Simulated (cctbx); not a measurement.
# LiCd2Ge3 across an absorption edge

Space group Fddd (no. 70, origin choice 1), a = 7.8400 Å, b = 13.3820 Å, c = 16.4780 Å, α = 90.00°, β = 90.00°, γ = 90.00°.

```
atom  mult.       x       y       z  Ueq (Å²)
 Cd1     16     3/4     3/4  0.3756    0.0252
 Cd2     16     3/4     1/4  0.3738    0.0170
 Ge1     16     3/4  0.4166     1/4    0.0198
 Ge2     32  0.9996  0.1661  0.2470    0.0190
 Li1     16     3/4  0.5829     1/4    0.0456
```

The model is made up (kin elements in a known structure type, no relaxation), so it says nothing on whether the phase exists.

Calculated with cctbx: free-atom f′ and f″ from the Sasaki tables, no fine structure; amplitudes in electrons.

```
E (eV)  F 2 4 2  F 3 1 1  F 3 1 3  F 0 2 2
 10503    171.0    120.8    117.4    196.8
 10853    164.4    116.6    112.7    190.4
 10983    158.9    113.1    108.7    184.9
 11043    153.4    109.6    104.7    179.5
 11073    147.8    106.0    100.7    174.1
 11088    142.3    102.5     96.7    168.6
 11095    137.4     99.4     93.2    163.8
 11099    132.3     96.2     89.6    158.8
 11107    132.4     96.1     89.7    158.2
 11111    139.2    100.4     94.6    164.9
 11118    144.8    104.0     98.6    170.5
 11133    150.8    107.8    103.0    176.5
 11163    156.8    111.7    107.3    182.5
 11253    164.3    116.4    112.7    189.9
 11503    173.2    122.1    119.0    198.7
```

**Question.** Which edge is crossed, and why do the reflections move as they do?

The K edge of Ge. The edge is at 11103 eV. f′ of Ge falls from -4.1 e at 10983 eV to -7.5 e at 4 eV below it, and f″ steps from 0.49 to 3.88 e across it. Over that approach |F| changes by -17 % (2 4 2), -15 % (3 1 1), -18 % (3 1 3) and -14 % (0 2 2): a reflection falls where Ge scatters in phase with the total and rises where it scatters against it; it hardly moves where the Ge term is small or cancels by symmetry. Above the edge the larger f″ enters the imaginary part, where it can add to or cancel the other atoms' f″. The structure is centrosymmetric, so Friedel mates stay equal.

[Logs are printed without paths, hosts, clocks, repeated set-up lines and the standing remarks that a program may print on its own settings, such as how far it seeks lower states.]
